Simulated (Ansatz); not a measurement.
# 3-layer 1T-VSSe (AA) in a perpendicular field, part 2 of 2

Aim: how the 3-layer 1T-VSSe (AA) screens a field along its normal, and what the field does to its bands. A positive field points along +c.

Ansatz 0.2.0; plane-wave DFT, LDA+U, Ansatz PAW.

So far. Step 7 (Single point, field 0.2 V/Å): The dipole is 0.156 e·Å, 0.178 e·Å from its value without field.

## Step 8: Single point, field 0.3 V/Å

input.yaml reads:

```yaml
crystal:
  lattice:
    - [3.328875269, 0.0, 0.0]
    - [-1.6644376345, 2.882890549, 0.0]
    - [0.0, 0.0, 32.6403892701]
  atoms:
    - { symbol: Se, position: [0.6666666667, 0.3333333333, 0.2757320057], spin: -0.2 }
    - { symbol: V, position: [0.0, 0.0, 0.3270059935], spin: 1.59 }
    - { symbol: S, position: [0.3333333333, 0.6666666667, 0.367913076], spin: -0.16 }
    - { symbol: Se, position: [0.6666666667, 0.3333333333, 0.4542840836], spin: -0.21 }
    - { symbol: V, position: [0.0, 0.0, 0.5052562717], spin: 1.58 }
    - { symbol: S, position: [0.3333333333, 0.6666666667, 0.5462279244], spin: -0.17 }
    - { symbol: Se, position: [0.6666666667, 0.3333333333, 0.6323375677], spin: -0.22 }
    - { symbol: V, position: [0.0, 0.0, 0.6833941515], spin: 1.57 }
    - { symbol: S, position: [0.3333333333, 0.6666666667, 0.7242679943], spin: -0.16 }
magnetization:
  spin_polarized: true
kpoints:
  mp_grid: { grid: [18, 18, 1] }
  band_path:
    path: [[0, 0, 0], [0.5, 0, 0], [0.33333333, 0.33333333, 0], [0, 0, 0]]
    npoints: 16
hamiltonian:
  xc: lda
  hubbard: { sites: [{ species: V, l: d, u_eff: 4.0 }] }
scf:
  occupations: { method: fermi_dirac, width: 0.05 }
  convergence: { dr2_threshold: 1.0e-10 }
efield:
  axis: 3
  dipole_correction: true
  ramp_position: 0.9595
  ramp_width: 0.0764
  amplitude: 0.3
output:
  dos: { projected: true, e_range: [-6, 5] }
  bader: true
  write_potential: true
  write_density: true
  volumetric_format: npy
  elf: true
```

Command:

```bash
$ ansatz run input.yaml --threads 8 --pin off --max-ram 12288MiB --backend cpu --events-out ev --progress --plain --runs-dir out
```

It took 11 min on 8 threads of Arm Neoverse V2, shared host; peak memory 8.3 GiB; 85 min of CPU time.

The dipole is 0.245 e·Å, 0.267 e·Å from its value without field.

## Step 9: Response, atoms held

This step: plane-wave DFT, LDA+U, Ansatz PAW; response to a field along the normal, atoms held (Ansatz 0.2.0).

The dipoles give the slope, and the difference of two potentials shows where the field is screened.

Numbers from this step:

| Quantity | Value |
| --- | --- |
| equivalent conductor thickness p/(ε₀AE) | 16.76 Å |
| distance between the outer atoms | 14.64 Å |

The dipole of the cell by applied field:

```csv
applied field (V/Å),dipole of the cell (e·Å)
-0.050,-0.0663
0.000,-0.0218
0.050,0.0226
0.100,0.0671
0.200,0.156
0.300,0.245
```

The total moment stays at 4.17 μB for applied field from -0.05 to 0.3 V/Å.

Local field over the applied field, running mean. From the potentials at -0.05 and 0.05 V/Å; running mean over 2.5 Å. Table of local field over applied field by z:

```csv
z (Å),local field over applied field
5,0.996
6,0.963
7,0.792
8,0.454
9,0.131
10,0.0175
11,0.0119
12,0.00226
13,-0.00227
14,-0.00238
15,-3.9e-4
16,-3.2e-4
17,-8.7e-4
18,-0.00275
19,-0.00746
20,-2.7e-4
21,0.0101
22,0.0197
23,0.0558
24,0.272
25,0.628
26,0.910
27,0.990
28,0.999
```

Electrons, planar mean, per unit field. The induced electron density by z:

```csv
z (Å),induced electron density (e/Å³ per V/Å)
4.5,4.9e-6
5.0,1.7e-5
5.5,5.3e-5
6.0,1.7e-4
6.5,4.8e-4
7.0,0.00125
7.5,0.00260
8.0,0.00344
8.5,0.00180
9.0,0.00111
9.5,6.5e-4
10.0,-0.00101
10.5,2.8e-4
11.0,6.3e-5
11.5,5.7e-6
12.0,1.1e-4
12.5,4.9e-5
13.0,-5.1e-6
13.5,-3.0e-5
14.0,-2.7e-5
14.5,-2.3e-7
15.0,0
15.5,-1.2e-5
16.0,4.6e-6
16.5,2.0e-5
17.0,-2.7e-5
17.5,3.3e-5
18.0,9.7e-7
18.5,1.8e-5
19.0,7.0e-5
19.5,5.0e-5
20.0,-9.7e-5
20.5,-2.8e-4
21.0,-7.6e-5
21.5,1.5e-4
22.0,-1.4e-4
22.5,3.0e-5
23.0,1.9e-6
23.5,-8.6e-4
24.0,-0.00169
24.5,-0.00371
25.0,-0.00274
25.5,-0.00124
26.0,-4.4e-4
26.5,-1.4e-4
27.0,-4.1e-5
27.5,-1.2e-5
28.0,-3.2e-6
```

By hand: between -0.05 and 0.05 V/Å the dipole changes by 0.08890 e·Å, a slope of 0.8890 e·Å²/V. A perfect conductor of thickness t has p = ε₀AEt, so t = 180.95 × 0.8890 / 9.597 = 16.76 Å (e/ε₀ = 180.95 V·Å, A in Å²).

The induced dipole is that of a conductor 16.76 Å thick.

## Step 10: Varying the input

This step: plane-wave DFT, LDA+U, Ansatz PAW (Ansatz 0.2.0).

A run with a changed input: it repeats the earlier run at 0.05 V/Å with crystal.symmetry to detect: false.

input.yaml: that of step 8 with these lines changed.

```diff
@@ -15,2 +15,3 @@
     - { symbol: S, position: [0.3333333333, 0.6666666667, 0.7242679943], spin: -0.16 }
+  symmetry: { detect: false }
 magnetization:
@@ -31,8 +32,6 @@
   dipole_correction: true
-  ramp_position: 0.9595
-  ramp_width: 0.0764
-  amplitude: 0.3
+  ramp_position: 0.97
+  ramp_width: 0.06
+  amplitude: 0.05
 output:
-  dos: { projected: true, e_range: [-6, 5] }
-  bader: true
   write_potential: true
@@ -40,2 +39 @@
   volumetric_format: npy
-  elf: true
```

The job ended after 16 min (8 threads; peak memory 5.7 GiB).

Residual by cycle:

cycle, log10 residual and a bar from the least value:
```
        1        0.9 ################
        7        0.6 ###############
       12       -0.2 ############
       18        0.2 ##############
       23       -2.2 #####
       29       -2.0 ######
       34       -3.7 
       40       -3.8 
       45       -3.3 ##
       51       -0.3 ############
       56        3.1 ########################
       62        5.0 ##############################
```

The run was cut off at its time limit.

After 62 cycles the residual stands at 1.0e5.

## Step 11: What came out

```
gap without field                          : none
work function, upper face                  : 6.35 eV
step between the vacuum levels             : 0.411 eV
equivalent conductor thickness, atoms held : 16.8 Å
```

What this shows: The induced dipole equals that of a perfect conductor 16.76 Å thick, while the outer atoms lie 14.64 Å apart. The two faces differ: the vacuum level above lies 0.41 eV higher than the one below. There is no gap over 0.03 eV, with or without the field. The magnetic order is the one reached from the typed start; other orders were not compared. Spin-orbit coupling is left out.

[Logs are printed without paths, hosts, clocks, repeated set-up lines and the standing remarks that a program may print on its own settings, such as how far it seeks lower states.]

[Hosts, paths, dates, database ids (printed as entryN), source tags and the programs' standing remarks are cut or masked in the printed files.]

[Maps of the electrostatic potential energy from Ansatz leave out the sawtooth potential of an applied field or a dipole correction, so their vacuum need not be flat; planar profiles and work functions include it.]
